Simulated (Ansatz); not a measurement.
# Be(0001) film, 5 layers, flat: channels in plane against thickness

Wanted: in-plane conductance by layer count, from Be(0001) film, 5 layers, flat.

Method: Ansatz plane-wave DFT, PBE, PAW files; ballistic transport by layer matching (Landauer), zero bias; PAW set soft_1, in Ansatz 0.2.0.

### 1. Starting point

The cell holds 10 atoms: 10 Be. Cell: a = 18.167 Å, b = 2.287 Å, c = 3.961 Å, α = 90.0°, β = 90.0°, γ = 90.0°. It derives from Be. Vacuum lies along a. The structure's axis is c.

### 2. With 5 layers

Vacuum lies along the first vector, which takes one k-point, and the current runs in the film's plane. One period is a perfect wire, so its channels are the result. Energies from -0.27 to 0.27 eV in steps of 0.036 eV cover the slope of the Fermi function at 300 K, so the program can form a conductance.

The input, input.yaml:

```yaml
crystal:
  lattice:
    - [18.1666, 0.0, 0.0]
    - [0.0, 2.2866, 0.0]
    - [0.0, 0.0, 3.9605073766]
  atoms:
    - { symbol: Be, position: [0.247707331, 0.0, 0.0] }
    - { symbol: Be, position: [0.247707331, 0.5, 0.5] }
    - { symbol: Be, position: [0.3463306287, 0.0, 0.3333333333] }
    - { symbol: Be, position: [0.3463306287, 0.5, 0.8333333333] }
    - { symbol: Be, position: [0.4449539264, 0.0, 0.0] }
    - { symbol: Be, position: [0.4449539264, 0.5, 0.5] }
    - { symbol: Be, position: [0.5435772241, 0.0, 0.3333333333] }
    - { symbol: Be, position: [0.5435772241, 0.5, 0.8333333333] }
    - { symbol: Be, position: [0.6422005218, 0.0, 0.0] }
    - { symbol: Be, position: [0.6422005218, 0.5, 0.5] }
kpoints:
  mp_grid: { grid: [1, 18, 11] }
hamiltonian:
  xc: pbe
  pseudopotentials: { kind: paw, azcp: { folder: soft_1 } }
scf:
  occupations: { method: fermi_dirac, width: 0.1 }
output:
  transmission:
    leads: [[0, 0]]
    kmesh: [1, 40]
    e_range: [-0.27, 0.27]
    de: 0.036
```

Run with:

```bash
> ansatz run input.yaml --threads 4 --pin off --max-ram 8192MiB --backend cpu --events-out ev --progress --plain --runs-dir out
```

Numbers of over 12 decimals in the logs are rounded to 6 here.

Log:

```text
Engine: ansatz 0.2.0, aarch64-unknown-linux-gnu
Pseudopotentials: kind: paw
Pseudopotential: Be, paw, valence charge 2, recommended cutoff 420 eV (normal), soft_1/Be.paw.azcp
Functional definition: PBE
  parameter kappa = 0.804
  parameter beta = 0.066725
  exchange = pbe_x(kappa = kappa, mu = beta*pi^2/3)
  correlation = pbe_c(beta = beta)
Crystal: 10 atoms, lattice volume = 164.518 Å³
Basis set: ecut = 420 eV, 3219 PW (Γ)
Bands: 20, of which v1, the nominal top of the filled ones, is band 10 counted from 1 (9 counted from 0)
Symmetry: 8 space group operations
Space group: P-6m2 (ITA 187), of the structure as read, at distance tolerance 5.5e-5 Å
k-points: 60 of 198 (time reversal used)
Non-local potential: Be, projectors of the file, l = 0: 2, l = 1: 2, l = 2: 1
PAW form: soft (Blöchl's): semilocal exchange-correlation on the pseudo side does not see the compensation charge
PAW one-centre angular grid: Be, 110 points (default); XC on 64 Gauss nodes
Initial density: superposition of atomic densities (neutral atoms: chi_scale 0, normalization atom)
Initial wavefunctions: pseudopotential atomic-orbital guess
Functional: x = pbe(κ = 0.804, μ = 0.219515), c = pbe(β = 0.066725)
SCF iter   1: F=—  HF=-927.101364 eV  |F-HF|=—  |Δ(HF+E_count)|=         —  Δρ=2.05e-2  dr2=8.12e0  ethr=3.10e-3  ⟨swp⟩=11.9  Hψ=12326  notcnv=0  defer=55
preconditioner: auto → LDOS  [metal: Δε(μ)=0.016 eV  Ē_g=8.726 eV  σ=0.100 eV  W_gap=0.04  n_scr=24 (ndim 8)  ℏωp=12.9 eV  f_vac=0.345  D(μ)=1.91/eV (n_scr^D=8)  β→1.0]
SCF iter   2: F=—  HF=-925.694492 eV  |F-HF|=—  |Δ(HF+E_count)|=    1.41e0  Δρ=1.13e-2  dr2=5.59e-1  ethr=3.10e-3  ⟨swp⟩=3.8  Hψ=3188  notcnv=0  defer=126
SCF iter   3: F=—  HF=-925.627821 eV  |F-HF|=—  |Δ(HF+E_count)|=   6.67e-2  Δρ=3.16e-3  dr2=7.47e-2  ethr=2.80e-3  ⟨swp⟩=2.4  Hψ=2248  notcnv=0  defer=136
SCF iter   4: F=—  HF=-925.611218 eV  |F-HF|=—  |Δ(HF+E_count)|=   1.66e-2  Δρ=5.90e-4  dr2=2.81e-3  ethr=3.73e-4  ⟨swp⟩=2.8  Hψ=1997  notcnv=0  defer=139
SCF iter   5: F=—  HF=-925.610874 eV  |F-HF|=—  |Δ(HF+E_count)|=   3.45e-4  Δρ=1.23e-4  dr2=7.71e-5  ethr=1.40e-5  ⟨swp⟩=2.4  Hψ=1729  notcnv=0  defer=139
SCF iter   6: F=—  HF=-925.610891 eV  |F-HF|=—  |Δ(HF+E_count)|=   1.72e-5  Δρ=1.35e-5  dr2=7.09e-7  ethr=3.86e-7  ⟨swp⟩=2.5  Hψ=1814  notcnv=0  defer=139
SCF iter   7: F=-925.610891 eV  HF=-925.610891 eV  |F-HF|=3.84e-9  |Δ(HF+E_count)|=   1.43e-7  Δρ=1.64e-6  dr2=8.95e-9  ethr=5.00e-10  ⟨swp⟩=13.9  Hψ=7630  notcnv=0
SCF 1 converged in 7 iterations: F = -925.610891 eV  dr2 = 8.95e-9
  greatest PAW one-centre occupation: 0.363 electrons in one spin orbital (limit 2), on the Be atom at site 3 (counted from 0), in its partial waves of l = 0
transmission: 15 of 105 steps passed
transmission: 25 of 105 steps passed
[...]
transmission: 105 of 105 steps passed
SCF converged after 7 iterations
Free energy (F): -925.610891 eV
Harris-Foulkes:  -925.610891 eV  (|F-HF|=3.84e-9)
Internal energy: -925.527099 eV  (E = F + TS)
E sigma→0 (E₀):  -925.568995 eV
Entropy (-TS):   -0.083792 eV (-8.379 meV/atom)
Fermi energy:    0.949950 eV
--- Per-component energies (eV) ---
  E_band       = -59.841354
  E_kinetic    = 200.806224
  E_local      = -3073.156434  (includes V_loc(G=0)·N_el)
  E_nonlocal   = 38.835737
  E_hartree    = 1494.469520
  E_xc         = -198.761055
  E_vxc        = -199.860569  (∫ρ·V_xc dr)
  E_paw        = -589.243863  (= ΣΔE_a)
  E_vpaw       = -15.404960  (= ΣTr[D̂ρ^β])
  E_aug_tail   = -0.000006  (compensation charges beyond the density's cutoff)
  E_ewald      = 1201.522779
  E_smearing   = -0.083792  (= −TS)
  E_closure    = -0.000000  (closes the sum)
  Σ components = -925.610891   (vs F -925.610891, Δ=0.00e0)
--- Band table (eV; the first three rows and the last of 60) ---
  k-point 0: bands = [... 6 lower, -1.9332, -1.7455, -1.2015, -0.9312, -0.8761, 3.4016, 3.8710, 4.2996, ... 6 higher]
  k-point 1: bands = [... 6 lower, -1.8710, -1.7621, -1.1285, -0.6791, -0.6233, 3.5266, 3.7739, 4.3403, ... 6 higher]
  k-point 2: bands = [... 6 lower, -2.3874, -1.6859, -0.9096, -0.7661, 0.2106, 3.5998, 4.2699, 4.4591, ... 6 higher]
  k-point 59: bands = [... 6 lower, -0.9084, -0.9084, -0.8424, -0.8424, 3.4295, 3.4295, 3.8175, 3.8175, ... 6 higher]
--- Transmission ---
  basis      : 355 plane waves across, 5 finite elements along
  points     : 21, standing for a mesh of 1 x 40
  filling    : by the input's occupations and mesh, since the crystals that have channels conduct as metals do. If one of these is a semiconductor, that mesh has misplaced its level
  energies   : 16 from -0.270000 to 0.270000 eV about the Fermi level, 0.036000 eV apart; the leads are filled to 0.000000 eV, and channels, transmission and decay are at 0.018000 eV
  crystal 0  : Be10, at the sites [0, 0], period 3.9605 Å: whole cells are its period
    offset         : up to 0.0000 Å between an atom of the period and one for which it stands
    filled         : 21.2 meV over the level at which it is neutral
    channels       : 2.375000e0 a spin
    conductance    : 4.4929e14 S/m² at 300 K; may be off by some 0.0 % by where its bands' edges are placed, 13.3 % from the k-mesh, 2.9 % from the distance to neutral
    slowest decay  : 0.0375 /Å at (0.0000, 0.3500)
```

Run time: 4.2 min. Hardware: 4 threads of Arm Neoverse V2, shared host; peak memory 1.4 GiB; 16 min of CPU time.

This step gave:

```
free energy                                : -925.6109 eV
energy at zero smearing                    : -925.5690 eV
Fermi energy                               : 0.9499 eV
cell area                                  : 41.54 Å²
estimated errors of the lead's conductance : 0, 13.3, 2.9 % (band edges, k-mesh, distance from neutral)
lead conductance per cell                  : 2.409 G₀
```

Per spin. The open channels, zone mean, lead by energy, zero at the Fermi level:

| energy (eV) | open channels, zone mean, lead |
| --- | --- |
| -0.270 | 3.08 |
| -0.234 | 3.08 |
| -0.198 | 2.98 |
| -0.162 | 2.98 |
| -0.126 | 2.92 |
| -0.090 | 2.83 |
| -0.054 | 2.67 |
| -0.018 | 2.38 |
| 0.018 | 2.38 |
| 0.054 | 2.27 |
| 0.090 | 2.27 |
| 0.126 | 2.17 |
| 0.162 | 1.93 |
| 0.198 | 1.82 |
| 0.234 | 1.88 |
| 0.270 | 1.73 |

The program's largest error estimate for it is 13 %, from the k-mesh.

### 3. With 6 layers, thickness 10.75 A

The film grows to 6 layers.

System of this step: Be(0001) film, 6 layers, flat. The cell holds 12 atoms: 12 Be. Its edges and angles: a = 19.958 Å, b = 2.287 Å, c = 3.961 Å, α = 90.0°, β = 90.0°, γ = 90.0°. It derives from Be. Vacuum lies along a. The structure's axis is c.

input.yaml, the sections that differ from step 2:

```yaml
crystal:
  lattice:
    - [19.95825, 0.0, 0.0]
    - [0.0, 2.2866, 0.0]
    - [0.0, 0.0, 3.9605073766]
  atoms:
    - { symbol: Be, position: [0.22547067, 0.0, 0.0] }
    - { symbol: Be, position: [0.22547067, 0.5, 0.5] }
    - { symbol: Be, position: [0.3152405647, 0.0, 0.3333333333] }
    - { symbol: Be, position: [0.3152405647, 0.5, 0.8333333333] }
    - { symbol: Be, position: [0.4050104593, 0.0, 0.0] }
    - { symbol: Be, position: [0.4050104593, 0.5, 0.5] }
    - { symbol: Be, position: [0.494780354, 0.0, 0.3333333333] }
    - { symbol: Be, position: [0.494780354, 0.5, 0.8333333333] }
    - { symbol: Be, position: [0.5845502486, 0.0, 0.0] }
    - { symbol: Be, position: [0.5845502486, 0.5, 0.5] }
    - { symbol: Be, position: [0.6743201433, 0.0, 0.3333333333] }
    - { symbol: Be, position: [0.6743201433, 0.5, 0.8333333333] }
# kpoints, hamiltonian, scf, output: as in step 2
```

Log:

```text
[...]
Crystal: 12 atoms, lattice volume = 180.744 Å³
Basis set: ecut = 420 eV, 3565 PW (Γ)
Bands: 24, of which v1, the nominal top of the filled ones, is band 12 counted from 1 (11 counted from 0)
[... 1 set-up line as in the run before ...]
[...]
k-points: 60 of 198
[...]
--- Transmission ---
  basis      : 393 plane waves across, 5 finite elements along
  points     : 21, standing for a mesh of 1 x 40
[...]
crystal 0  : Be12, at the sites [0, 0], period 3.9605 Å: whole cells are its period
[...]
filled         : 17.6 meV over the level at which it is neutral
    channels       : 2.475000e0 a spin
[...]
slowest decay  : 0.0365 /Å at (0.0000, 0.3500)
[key lines of the parts left out:]
SCF converged after 8 iterations
Free energy (F): -1111.145114 eV
Fermi energy:    1.567201 eV
```

Elapsed: 5.6 min, on 4 threads; peak memory 1.7 GiB.

Numbers from this step:

```yaml
free_energy: -1111.1451 eV
energy_at_zero_smearing: -1111.1039 eV
fermi_energy: 1.567 eV
cell_area: 45.64 Å²
estimated_errors_of_the_lead_s_conductance: 0, 8.3, 2.5 % (band edges, k-mesh, distance from neutral)
lead_conductance_per_cell: 2.568 G₀
```

Per spin. Table of open channels, zone mean, lead by energy, zero at the Fermi level:

| energy (eV) | open channels, zone mean, lead |
| --- | --- |
| -0.270 | 3.33 |
| -0.234 | 3.33 |
| -0.198 | 3.42 |
| -0.162 | 3.38 |
| -0.126 | 3.23 |
| -0.090 | 2.88 |
| -0.054 | 2.77 |
| -0.018 | 2.67 |
| 0.018 | 2.48 |
| 0.054 | 2.38 |
| 0.090 | 2.27 |
| 0.126 | 2.12 |
| 0.162 | 2.12 |
| 0.198 | 2.02 |
| 0.234 | 1.82 |
| 0.270 | 1.77 |

The lead conductance per cell is 2.57 G₀, 6.6 % over the 2.41 G₀ of the last finished run, within the error estimates, leads' steps apart, of 13 and 8.3 %.

### 4. With 7 layers, thickness 12.542 A

The film grows to 7 layers.

System of this step: Be(0001) film, 7 layers, flat. The cell holds 14 atoms: 14 Be. Cell: a = 21.750 Å, b = 2.287 Å, c = 3.961 Å, α = 90.0°, β = 90.0°, γ = 90.0°. It derives from Be. Vacuum lies along a. The structure's axis is c.

input.yaml, the sections that differ from step 3:

```yaml
crystal:
  lattice:
    - [21.7499, 0.0, 0.0]
    - [0.0, 2.2866, 0.0]
    - [0.0, 0.0, 3.9605073766]
  atoms:
    - { symbol: Be, position: [0.206897503, 0.0, 0.0] }
    - { symbol: Be, position: [0.206897503, 0.5, 0.5] }
    - { symbol: Be, position: [0.2892725944, 0.0, 0.3333333333] }
    - { symbol: Be, position: [0.2892725944, 0.5, 0.8333333333] }
    - { symbol: Be, position: [0.3716476857, 0.0, 0.0] }
    - { symbol: Be, position: [0.3716476857, 0.5, 0.5] }
    - { symbol: Be, position: [0.4540227771, 0.0, 0.3333333333] }
    - { symbol: Be, position: [0.4540227771, 0.5, 0.8333333333] }
    - { symbol: Be, position: [0.5363978685, 0.0, 0.0] }
    - { symbol: Be, position: [0.5363978685, 0.5, 0.5] }
    - { symbol: Be, position: [0.6187729599, 0.0, 0.3333333333] }
    - { symbol: Be, position: [0.6187729599, 0.5, 0.8333333333] }
    - { symbol: Be, position: [0.7011480513, 0.0, 0.0] }
    - { symbol: Be, position: [0.7011480513, 0.5, 0.5] }
# kpoints, hamiltonian, scf, output: as in step 3
```

Log:

```text
[...]
Crystal: 14 atoms, lattice volume = 196.969 Å³
Basis set: ecut = 420 eV, 3847 PW (Γ)
Bands: 28, of which v1, the nominal top of the filled ones, is band 14 counted from 1 (13 counted from 0)
[... 1 set-up line as in the run before ...]
[...]
k-points: 60 of 198 (time reversal used)
[...]
k-point 59: bands = [... 10 lower, 0.2191, 0.2191, 0.2300, 0.2300, 4.2041, 4.2041, 4.3316, 4.3316, ... 10 higher]
--- Transmission ---
  basis      : 427 plane waves across, 5 finite elements along
  points     : 21, standing for a mesh of 1 x 40
[...]
crystal 0  : Be14, at the sites [0, 0], period 3.9605 Å: whole cells are its period
[...]
filled         : 19.2 meV over the level at which it is neutral
    channels       : 2.725000e0 a spin
[...]
[key lines of the parts left out:]
SCF converged after 8 iterations
Free energy (F): -1296.673894 eV
Fermi energy:    2.084837 eV
```

It took 7.7 min on 4 threads; peak memory 2 GiB.

Numbers from this step:

```
free energy                                : -1296.6739 eV
energy at zero smearing                    : -1296.6303 eV
Fermi energy                               : 2.085 eV
cell area                                  : 49.73 Å²
estimated errors of the lead's conductance : 0, 11.9, 3.1 % (band edges, k-mesh, distance from neutral)
lead conductance per cell                  : 2.816 G₀
```

Per spin. The open channels, zone mean, lead by energy, zero at the Fermi level:

| energy (eV) | open channels, zone mean, lead |
| --- | --- |
| -0.270 | 3.38 |
| -0.234 | 3.52 |
| -0.198 | 3.67 |
| -0.162 | 3.58 |
| -0.126 | 3.38 |
| -0.090 | 3.33 |
| -0.054 | 3.17 |
| -0.018 | 2.83 |
| 0.018 | 2.73 |
| 0.054 | 2.67 |
| 0.090 | 2.48 |
| 0.126 | 2.48 |
| 0.162 | 2.33 |
| 0.198 | 2.42 |
| 0.234 | 2.33 |
| 0.270 | 2.08 |

The lead conductance per cell is 2.82 G₀, 9.6 % over the 2.57 G₀ of the last finished run, within the error estimates, leads' steps apart, of 8.3 and 12 %.

### 5. Cost and result by level

Times are for 4 threads of Arm Neoverse V2, shared host. The runs compared:

| no. | layers | lead conductance per cell (G₀) | time | memory (GiB) |
| --- | --- | --- | --- | --- |
| 1 | 5 | 2.409 | 4.2 min | 1.4 |
| 2 | 6 | 2.568 | 5.6 min | 1.7 |
| 3 | 7 | 2.816 | 7.7 min | 2.0 |

The runs together. The open channels, zone mean by energy, zero at the Fermi level:

| energy (eV) | 5 | 6 | 7 |
| --- | --- | --- | --- |
| -0.270 | 3.08 | 3.33 | 3.38 |
| -0.234 | 3.08 | 3.33 | 3.52 |
| -0.198 | 2.98 | 3.42 | 3.67 |
| -0.162 | 2.98 | 3.38 | 3.58 |
| -0.126 | 2.92 | 3.23 | 3.38 |
| -0.090 | 2.83 | 2.88 | 3.33 |
| -0.054 | 2.67 | 2.77 | 3.17 |
| -0.018 | 2.38 | 2.67 | 2.83 |
| 0.018 | 2.38 | 2.48 | 2.73 |
| 0.054 | 2.27 | 2.38 | 2.67 |
| 0.090 | 2.27 | 2.27 | 2.48 |
| 0.126 | 2.17 | 2.12 | 2.48 |
| 0.162 | 1.93 | 2.12 | 2.33 |
| 0.198 | 1.82 | 2.02 | 2.42 |
| 0.234 | 1.88 | 1.82 | 2.33 |
| 0.270 | 1.73 | 1.77 | 2.08 |

### 6. Outcome

| Quantity | Value |
| --- | --- |
| conductance per cell, 5 layers | 2.41 G₀ |
| conductance per cell, 6 layers | 2.57 G₀ |
| conductance per cell, 7 layers | 2.82 G₀ |

In words: The conductance per cell width goes from 2.41 G0 at 5 to 2.82 G0 at 7 layers. Over the film's own cross-section (layers × spacing × width) the conductance runs from 0.91 to 0.76×10¹⁵ S/m²; that nominal section leaves out the charge that spills into the vacuum, which flatters the thinnest films. The gains from one thickness to the next are 0.16 and 0.25 G0 per added layer; their spread isn't beyond the error estimates. The film repeats perfectly along the current, so nothing scatters; its faces are clean and not relaxed. The program's error estimates for the conductances, leads' steps apart, run from 8.3 to 13 %.

[Logs are printed without paths, hosts, clocks, repeated set-up lines and the standing remarks that a program may print on its own settings, such as how far it seeks lower states.]

[Hosts, paths, dates, database ids (printed as entryN), source tags and the programs' standing remarks are cut or masked in the printed files.]
